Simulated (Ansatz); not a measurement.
# GeF2 (model cell, started as rutile): a soft mode frozen in, part 3 of 3

Wanted: the energy along a soft mode of GeF2 (model cell, started as rutile) and the structure at the end.

Ansatz 0.2.0; DFT PBE, scalar-relativistic, plane waves, PAW.

So far. Step 4 (The mode frozen in, largest atomic shift 0.32 Å): The run ends at a pressure of 4.23 GPa, with forces up to 0.061 eV/Å. Step 5 (Energy along the mode, all amplitudes (two of the runs …): The lowest of the steps tried is at 0.32 Å, 63.0 meV/atom below the parent; the bottom of the well need not coincide with a step.

The structure was built from a prototype and need not be the compound's stable phase.

## (7) The new phase in its own primitive cell

The relaxed structure is symmetrised, reduced to its primitive cell and relaxed tightly, as its phonons need.

input.yaml reads:

```yaml
crystal:
  lattice:
    - [5.0920778856, 0.0, 0.0]
    - [0.0, 5.0920778856, 0.0]
    - [0.0, 0.0, 4.9363276019]
  atoms:
    - { symbol: Ge, position: [0.5, 0.0, 0.6544021791] }
    - { symbol: Ge, position: [0.0, 0.5, 0.3455978209] }
    - { symbol: F, position: [0.8135741129, 0.3135741129, 0.6153331558] }
    - { symbol: F, position: [0.1864258871, 0.6864258871, 0.6153331558] }
    - { symbol: F, position: [0.3135741129, 0.1864258871, 0.3846668442] }
    - { symbol: F, position: [0.6864258871, 0.8135741129, 0.3846668442] }
kpoints:
  mp_grid: { grid: [4, 4, 4] }
hamiltonian:
  xc: pbe
scf:
  occupations: { method: fixed }
output:
  forces: true
  stress: true
  eigenvalues: true
relax:
  adjacent_minimum: "off"
  f_tol: 0.001
  max_steps: 60
  cell: { stress_tol: 0.01 }
```

On the command line:

```console
ansatz run input.yaml --threads 8 --pin off --max-ram 14336MiB --backend cpu --events-out ev --progress --plain --runs-dir out
```

Numbers of over 12 decimals in the logs are rounded to 6 here.

What it wrote:

```text
[...]
Crystal: 6 atoms, lattice volume = 127.995 Å³
Basis set: ecut = 420 eV, 2521 PW (Γ), exchange–correlation on 72×72×72 points (8 copies of the dense FFT grid, shifted against one another)
Bands: 34, of which v1, the nominal top of the filled ones, is band 28 counted from 1 (27 counted from 0)
Symmetry: 8 space group operations
[...]
k-points: 18 of 64 (time reversal used)
[...]
cell:  # Å, volume = 128.5818 Å³
    - [5.090201, 0, 0.0]
    - [0, 5.090201, 0]
    - [0.0, 0, 4.962605]
  atoms:
    - { symbol: Ge, position: [0.5, 0, 0.653675] }
    - { symbol: Ge, position: [0, 0.5, 0.346325] }
    - { symbol: F, position: [0.813566, 0.313566, 0.614692] }
    - { symbol: F, position: [0.186434, 0.686434, 0.614692] }
    - { symbol: F, position: [0.313566, 0.186434, 0.385308] }
    - { symbol: F, position: [0.686434, 0.813566, 0.385308] }
[key lines of the parts left out:]
SCF converged after 8 iterations
Free energy (F): -11824.901685 eV
Fermi energy:    0.591855 eV
P = ⅓ Tr σ = 0.0040 GPa (0.040 kbar)
```

Run time: 11 s. Hardware: 8 threads of Arm Neoverse V2, shared host; peak memory 0.54 GiB.

The steps of the relaxation:

| step | energy less that of the first step (eV) | largest force component (eV/Å) | pressure (GPa) | volume (Å³) |
| --- | --- | --- | --- | --- |
| 1 | 0.0000 | 0.0004 | 0.01 | 128.00 |
| 2 | 0.0002 | 0.0002 | 0.00 | 128.08 |
| 3 | 0.0005 | 0.0003 | 0.00 | 128.21 |
| 4* | 0.0001 | 0.0003 | 0.00 | 128.21 |
| 5 | 0.0005 | 0.0004 | 0.00 | 128.37 |
| 6* | 0.0001 | 0.0004 | 0.01 | 128.37 |
| 7 | 0.0005 | 0.0011 | 0.00 | 128.53 |
| 8 | 0.0004 | 0.0007 | 0.00 | 128.50 |
| 9* | 0.0001 | 0.0007 | 0.01 | 128.50 |
| 10 | 0.0003 | 0.0001 | 0.00 | 128.58 |
| 11* | 0.0001 | 0.0001 | 0.00 | 128.58 |

Relaxation steps marked * repeat the geometry before them on a plane-wave basis chosen anew for their cell, so energy and pressure can jump there.

The run keeps the 8 symmetry operations that it works with, so distortions that break them were not tested.

| conventional cell, symmetrised | before | after | change |
| --- | --- | --- | --- |
| a (Å) | 5.092 | 5.090 | -0.0 % |
| b (Å) | 5.092 | 5.090 | -0.0 % |
| c (Å) | 4.936 | 4.963 | +0.5 % |
| volume (Å³/atom) | 21.33 | 21.43 | +0.5 % |

The relaxed structure:

```cif
data_structure
_symmetry_space_group_name_H-M 'P 1'
_symmetry_Int_Tables_number 1
_cell_length_a 5.0902
_cell_length_b 5.0902
_cell_length_c 4.9626
_cell_angle_alpha 90.000
_cell_angle_beta 90.000
_cell_angle_gamma 90.000
_cell_volume 128.58
loop_
_atom_site_label
_atom_site_type_symbol
_atom_site_fract_x
_atom_site_fract_y
_atom_site_fract_z
_atom_site_occupancy
Ge1 Ge 0.50000 0.00000 0.65368 1
Ge2 Ge 0.00000 0.50000 0.34632 1
F3 F 0.81357 0.31357 0.61469 1
F4 F 0.18643 0.68643 0.61469 1
F5 F 0.31357 0.18643 0.38531 1
F6 F 0.68643 0.81357 0.38531 1
```

This step gave:

```yaml
pressure: 0.003976 GPa
gap_on_the_k_mesh: 4.440 eV
volume_per_atom: 21.43 Å³
direct_gap_on_mesh: 4.837 eV
```

The largest force component left is 0.10 meV/Å and the pressure is 0.004 GPa, within the tolerances set. The cell now holds 21.43 Å³/atom.

## (8) Modes of the new phase, k-mesh 4×4×4

A relaxed structure may still be a saddle point, so its zone-centre modes are computed. The response to a homogeneous field gives the Born charges and the dielectric tensor, and its change with displacement the Raman tensors.

input.yaml reads:

```yaml
crystal:
  lattice:
    - [5.0902009422, 0.0, 0.0]
    - [0.0, 5.0902009422, 0.0]
    - [0.0, 0.0, 4.9626050171]
  atoms:
    - { symbol: Ge, position: [0.5, 0.0, 0.6536752764] }
    - { symbol: Ge, position: [0.0, 0.5, 0.3463247236] }
    - { symbol: F, position: [0.813565711, 0.313565711, 0.614691941] }
    - { symbol: F, position: [0.186434289, 0.686434289, 0.614691941] }
    - { symbol: F, position: [0.313565711, 0.186434289, 0.385308059] }
    - { symbol: F, position: [0.686434289, 0.813565711, 0.385308059] }
kpoints:
  mp_grid: { grid: [4, 4, 4] }
hamiltonian:
  xc: pbe
scf:
  occupations: { method: fixed }
output:
  eigenvalues: true
phonons:
  method: dfpt
  dielectric: true
  rigid_motions: translations
  raman: true
```

What it wrote:

```text
[...]
Crystal: 6 atoms, lattice volume = 128.582 Å³
Basis set: ecut = 420 eV, 2537 PW (Γ), exchange–correlation on 72×72×72 points (8 copies of the dense FFT grid, shifted against one another)
Bands: 34, of which v1, the nominal top of the filled ones, is band 28 counted from 1 (27 counted from 0)
Symmetry: 8 space group operations
k-points: 36 of 64 (irreducible under 1 space group operation, time reversal used)
[...]
SCF iter   1: F=—  HF=-11824.899502 eV  |F-HF|=—  |Δ(HF+E_count)|=         —  Δρ=2.09e-3  dr2=2.91e-3  ethr=1.77e-3  ⟨swp⟩=4.8  Hψ=4396  notcnv=0  defer=140
[...]
SCF iter   9: F=-11824.901685 eV  HF=-11824.901685 eV  |F-HF|=4.18e-11  |Δ(HF+E_count)|=   1.89e-9  Δρ=1.27e-7  dr2=2.15e-11  ethr=1.00e-12  ⟨swp⟩=9.8  Hψ=7254  notcnv=0
SCF 1 converged in 9 iterations: F = -11824.901685 eV  dr2 = 2.15e-11
[...]
DFPT response loops at Γ: preconditioner auto → none (the input reference at scf.mixing.eps_inf says where Resta's filter doesn't serve); β = 0.50; Broyden in place of MSR1
── the response to a field inside a basis, on 6×6×6 k-points: an SCF that follows is theirs, and a resumed run solves both again ──
Bands: 29, of which v1, the nominal top of the filled ones, is band 28 counted from 1 (27 counted from 0)
k-points: 18 of 216 (time reversal used)
[...]
Eigensolver: Dense (18 Hₖ)
SCF iter   1: F=—  HF=-11824.867225 eV  |F-HF|=—  |Δ(HF+E_count)|=         —  Δρ=4.31e-4  dr2=5.33e-5  ethr=1.00e-1
[...]
SCF iter   7: F=-11824.867222 eV  HF=-11824.867222 eV  |F-HF|=4.00e-11  |Δ(HF+E_count)|=  3.84e-10  Δρ=1.08e-7  dr2=1.95e-11  ethr=1.00e-12
SCF 1 converged in 7 iterations: F = -11824.867222 eV  dr2 = 1.95e-11
[...]
SCF converged after 9 iterations
Free energy (F): -11824.901685 eV
[...]
Internal energy: -11824.901685 eV  (E = F + TS)
E sigma→0 (E₀):  -11824.901685 eV
Fermi energy:    0.591856 eV
[...]
--- Band table (eV; the first three rows and the last of 36) ---
  k-point 0: bands = [... 24 lower, -1.9696, -1.8269, -1.7736, 0.5902, 5.5148, 5.5148, 6.8092, 7.6557, ... 2 higher]
  k-point 1: bands = [... 24 lower, -1.9749, -1.8354, -1.4437, 0.5919, 5.7931, 5.7931, 6.7088, 7.4813, ... 2 higher]
  k-point 2: bands = [... 24 lower, -1.9804, -1.8444, -1.1196, 0.5648, 6.1676, 6.1676, 6.7405, 6.8800, ... 2 higher]
  k-point 35: bands = [... 24 lower, -1.9399, -1.9399, -0.2457, -0.2457, 6.1777, 6.1777, 6.2445, 6.2445, ... 2 higher]
--- Phonons (Γ-DFPT): 4 representative perturbations + reference, on 36 of 64 k-points (Σ response iterations 16) ---
  k mesh reduced under 1 symmetry operation, with k and −k counted as one. Each operation leaves every solved perturbation unchanged. A smaller set is not considered because the run solves the response to a homogeneous field
  ASR residual: 4.646e-5 → 0.000e0 eV/Å²; symmetrization residual: 4.472e-6 eV/Å²
  ASR residual per site (eV/Å²): 2.45e-5 2.45e-5 4.65e-5 4.65e-5 4.65e-5 4.65e-5
[...]
ε∞ (high-frequency dielectric tensor):
        2.630067     0.000000    -0.000000
        0.000000     2.630067     0.000000
       -0.000000     0.000000     2.152686
  ε⁰ (static dielectric tensor: ions relaxed, cell fixed):
       83.590742     0.000000    -0.000000
        0.000000    83.590742     0.000000
       -0.000000     0.000000     2.728511
  ε⁰ − ε∞ (ionic part):
       80.960675     0.000000    -0.000000
        0.000000    80.960675     0.000000
       -0.000000     0.000000     0.575826
  softest optical mode at Γ: 48.30 cm⁻¹; the repairs (sum rule, projections) moved no ω² at Γ by more than (1.45 cm⁻¹)²
  Born effective charges Z* (e; rows j = field, columns β = displacement):
    site 0:
         2.84973    0.38698   -0.00000
         0.38698    2.84973   -0.00000
        -0.00000    0.00000    1.83358
    site 1:
         2.84973   -0.38698   -0.00000
        -0.38698    2.84973    0.00000
        -0.00000    0.00000    1.83358
    site 2:
        -1.42487   -0.94988    0.77697
        -0.94988   -1.42487    0.77697
         0.39800    0.39800   -0.91679
    site 3:
        -1.42487   -0.94988   -0.77697
        -0.94988   -1.42487   -0.77697
        -0.39800   -0.39800   -0.91679
    site 4:
        -1.42487    0.94988   -0.77697
         0.94988   -1.42487    0.77697
        -0.39800    0.39800   -0.91679
    site 5:
        -1.42487    0.94988    0.77697
         0.94988   -1.42487   -0.77697
         0.39800   -0.39800   -0.91679
  Z* charge neutrality: 5.890e-4 e pre-enforcement
  solved inside a basis spanned on kpoints, on 6×6×6 k-points: ε∞ is read to err by 5.2e-3, Z* by 1.5e-2 e (field_mesh: kpoints solves on kpoints); Z* is corrected for what the basis lacks
  Raman tensors (in the event stream and the table raman_tensors.tsv): an entry may err by 3.6e-2 Å², one of the second-order susceptibility by 9.1e-3 pm/V (basis, points and sum rule); their sum over the sites missed zero by 2.032e-5 Å² ahead of its enforcement
  optical modes at Γ without the LO–TO term, one row a degenerate level:
      ω (cm⁻¹)  modes    IR ((D/Å)²/amu)  static Raman (Å⁴/amu)  depolarisation
         48.30      2            21.6433                 1.4032           0.750
         58.66      1             0.0000                 0.0107           0.750
         75.73      2             1.7811                 0.3474           0.750
        120.47      1             0.0000                 1.0754           0.331
        187.46      2             0.5622                 0.5881           0.750
        215.35      1             0.0000                 0.0000               —
        242.77      1             0.0000                12.8781           0.237
        277.89      1             0.5983                 2.9032           0.750
        365.33      2            20.8756                14.8232           0.750
        405.43      1             0.0000                82.6588           0.019
        515.25      1             7.1591                31.1491           0.750
  optical modes at Γ + LO–TO along q̂ = [1.0000, 0.0000, 0.0000]:
      ω (cm⁻¹)  modes    IR ((D/Å)²/amu)  static Raman (Å⁴/amu)  depolarisation
         48.30      1            10.8216                 0.7016           0.750
         58.66      1             0.0000                 0.0107           0.750
         73.87      1             0.0020                 0.4022           0.750
         75.73      1             0.8906                 0.1737           0.750
        120.47      1             0.0000                 1.0754           0.331
        181.35      1             0.3639                 0.2604           0.750
        187.46      1             0.2811                 0.2941           0.750
        215.35      1             0.0000                 0.0000               —
        218.89      1             2.8375                 0.3511           0.750
        242.77      1             0.0000                12.8781           0.237
        277.89      1             0.5983                 2.9032           0.750
        365.33      1            10.4378                 7.4116           0.750
        405.43      1             0.0000                82.6588           0.019
        481.55      1            19.2278                10.3957           0.750
        515.25      1             7.1591                31.1491           0.750
  optical modes at Γ + LO–TO along q̂ = [0.0000, 1.0000, 0.0000]:
      ω (cm⁻¹)  modes    IR ((D/Å)²/amu)  static Raman (Å⁴/amu)  depolarisation
         48.30      1            10.8216                 0.7016           0.750
         58.66      1             0.0000                 0.0107           0.750
         73.87      1             0.0020                 0.4022           0.750
         75.73      1             0.8906                 0.1737           0.750
        120.47      1             0.0000                 1.0754           0.331
        181.35      1             0.3639                 0.2604           0.750
        187.46      1             0.2811                 0.2941           0.750
        215.35      1             0.0000                 0.0000               —
        218.89      1             2.8375                 0.3511           0.750
        242.77      1             0.0000                12.8781           0.237
        277.89      1             0.5983                 2.9032           0.750
        365.33      1            10.4378                 7.4116           0.750
        405.43      1             0.0000                82.6588           0.019
        481.55      1            19.2278                10.3957           0.750
        515.25      1             7.1591                31.1491           0.750
  optical modes at Γ + LO–TO along q̂ = [0.0000, 0.0000, 1.0000]:
      ω (cm⁻¹)  modes    IR ((D/Å)²/amu)  static Raman (Å⁴/amu)  depolarisation
         48.30      2            21.6433                 1.4032           0.750
         58.66      1             0.0000                 0.0107           0.750
         75.73      2             1.7811                 0.3474           0.750
        120.47      1             0.0000                 1.0754           0.331
        187.46      2             0.5622                 0.5881           0.750
        215.35      1             0.0000                 0.0000               —
        242.77      1             0.0000                12.8781           0.237
        284.20      1             0.3532                 3.9442           0.750
        365.33      2            20.8756                14.8232           0.750
        405.43      1             0.0000                82.6588           0.019
        567.19      1             7.4042                34.1295           0.750
```

The job ended after 1.8 min (8 threads; peak memory 2.8 GiB; 12 min of CPU time).

Numbers from this step:

| Quantity | Value |
| --- | --- |
| sum-rule residual before enforcement | 4.65e-5 eV/Å² |
| miss of the charge sum rule | 5.89e-4 e |
| estimated error of the dielectric tensor | 0.005199 |
| estimated error of the Born charges | 0.01473 e |
| point group | -42m |
| highest optical mode at the zone centre (no LO-TO term) | 515.2 cm⁻¹ |
| lowest optical zone-centre mode | 48.3 cm⁻¹ |
| mean high-frequency dielectric constant | 2.471 |
| largest Born charge (third of the trace) | 2.511 e |
| mean static dielectric constant | 56.64 |
| top of the zone-centre spectrum with the field | 567.2 cm⁻¹ |

Without the LO-TO term. Patterns of degenerate modes are one choice out of their space. The modes at Γ (shares of kinetic energy by element, %):

```
mode  frequency (cm⁻¹)  symmetry  Ge %  F %
   1               0.0  acoustic    66   34
   2               0.0  acoustic    66   34
   3               0.0  acoustic    66   34
   4              48.3         E    36   64
   5              48.3         E    36   64
   6              58.7        B1     0  100
   7              75.7         E    55   45
   8              75.7         E    55   45
   9             120.5        A1    56   44
  10             187.5         E    11   89
  11             187.5         E    11   89
  12             215.3        A2     0  100
  13             242.8        A1    20   80
  14             277.9        B2    16   84
  15             365.3         E    33   67
  16             365.3         E    33   67
  17             405.4        A1    24   76
  18             515.2        B2    19   81
```

Displacements in mode 4 (48.3 cm⁻¹), the largest set to 1:
```
Ge1  0.28  0.40  0.00
Ge2 -0.47  0.55  0.00
F3  -0.26 -0.82 -0.39
F4  -0.26 -0.82  0.39
F5   0.63 -1.00 -0.59
F6   0.63 -1.00  0.59
```

Displacements in mode 16 (365.3 cm⁻¹), the largest set to 1:
```
Ge1  0.48 -0.35  0.00
Ge2 -0.33  0.00  0.00
F3   0.22  0.17 -0.39
F4   0.22  0.17  0.39
F5  -0.51  0.49 -1.00
F6  -0.51  0.49  1.00
```

Optical modes at the zone centre, without and with the macroscopic field of the longitudinal modes; each column is sorted by frequency, so a row need not hold one and the same mode. Modes with and without the field, by row:

```csv
rank among optical modes,no field (cm⁻¹),"q along (1, 0, 0) (cm⁻¹)","q along (0, 0, 1) (cm⁻¹)"
1,48.3,48.3,48.3
2,48.3,58.7,48.3
3,58.7,73.9,58.7
4,75.7,75.7,75.7
5,75.7,120.5,75.7
6,120.5,181.3,120.5
7,187.5,187.5,187.5
8,187.5,215.3,187.5
9,215.3,218.9,215.3
10,242.8,242.8,242.8
11,277.9,277.9,284.2
12,365.3,365.3,365.3
13,365.3,405.4,365.3
14,405.4,481.6,405.4
15,515.2,515.2,567.2
```

Born charge (rows field, columns displacement) (e), principal values of the symmetric part by kind of site:

```csv
atom,atoms with these values,low,middle,high,mean
Ge1,2,1.83,2.46,3.24,2.51
F3,4,-2.75,-0.54,-0.47,-1.26
```

In full for F3:

```
-1.42 -0.95  0.78
-0.95 -1.42  0.78
 0.40  0.40 -0.92
```

High-frequency dielectric tensor:

```
2.63 0.00 0.00
0.00 2.63 0.00
0.00 0.00 2.15
```

Static dielectric tensor (ions relaxed, fixed cell):

```
83.59  0.00  0.00
 0.00 83.59  0.00
 0.00  0.00  2.73
```

Transverse modes. Lines of the infrared spectrum (strongest = 100):

```csv
position (cm⁻¹),label,relative intensity
48,E,100
59,B1,0.0
76,E,8.2
120,A1,0.0
188,E,2.6
215,A2,0.0
243,A1,0.0
278,B2,2.8
365,E,96
405,A1,0.0
515,B2,33
```

Activity x (w_L - w)^4 (n + 1)/w, 532 nm, 300 K; modes without the macroscopic field alone. Raman lines, with heights relative to the strongest:

```csv
position (cm⁻¹),label,relative intensity
48,E,64
59,B1,0.3
76,E,6.8
120,A1,9.1
188,E,2.3
215,A2,0.0
243,A1,34
278,B2,6.1
365,E,21
405,A1,100
515,B2,27
```

Before it was imposed, the acoustic sum rule was missed by 4.6e-5 eV/Å² and the charge sum rule by 5.9e-4 e. Small misses are needed for a sound result but don't prove that mesh and cutoff are converged. The lowest optical mode is real, 48.3 cm⁻¹.

## (9) The phases reached

The phases reached along the modes that were followed are set side by side.

Energies are those of the first relaxation, on the mesh of the frozen mode; space group, volume and gap are those of the last relaxation. Phases, by row:

```csv
mode frozen in,space group,energy from parent (meV/atom),volume (Å³/atom),gap on mesh (eV),lowest zone-centre optical mode (cm⁻¹),largest shift (Å)
parent,P4_2/mnm,0,16.23,3.001,–,–
"q = (0, -0.5, -0.5), 216i cm⁻¹",P2_1/c,-143.3,20.6,4.226,–,0.943
"q = (0, -0.5, -0.5), 216i cm⁻¹",C2/m,-112.9,20.61,3.539,–,0.671
"q = (0, -0.5, -0.5), 216i cm⁻¹",P2_1/c,-143.3,20.59,4.225,–,0.942
"q = (0, 0, 0), 192i cm⁻¹",P-42_1m,-150.3,21.43,4.44,48.3,0.669
```

## (10) Results

* unstable mode of the parent: q = (0, 0, 0), 192i cm⁻¹
* depth at the lowest point sampled: 63.0 meV/atom
* largest atomic shift at that point: 0.32 Å
* space group reached (within 0.01 Å): P-42_1m
* energy gained over the parent (first relaxation, on the mesh of the frozen mode): 150 meV/atom
* volume per atom, phase reached: 21.4 Å³
* gap on the k-mesh, phase reached: 4.44 eV
* lowest optical zone-centre mode, phase reached: 48.3 cm⁻¹
* highest optical mode at the zone centre (no LO-TO term), phase reached: 515 cm⁻¹

**Reading.** Along this mode the structure falls into P-42_1m, 150 meV/atom below the parent. At the parent's cell the well is 63.01 meV/atom deep on the steps tried, with its lowest point at a shift of 0.32 Å. Relaxing atoms and cell changes the gain by +87.31 meV/atom against the lowest step (energies at zero smearing). The new phase has no imaginary mode at the zone centre of its cell; other wavevectors were not checked. Of the 4 patterns followed to their end from this parent, this one reaches the lowest energy. Each path keeps the symmetry of its pattern, so a lower phase may lie along a pattern not tried. The program warns that the interpolation holds no quadrupole term, so branches close to Γ can be off in this crystal. The starting cell was built on a prototype and not taken from a measurement, so the phase need not exist.

[Logs are printed without paths, hosts, clocks, repeated set-up lines and the standing remarks that a program may print on its own settings, such as how far it seeks lower states.]

[Hosts, paths, dates, database ids (printed as entryN), source tags and the programs' standing remarks are cut or masked in the printed files.]
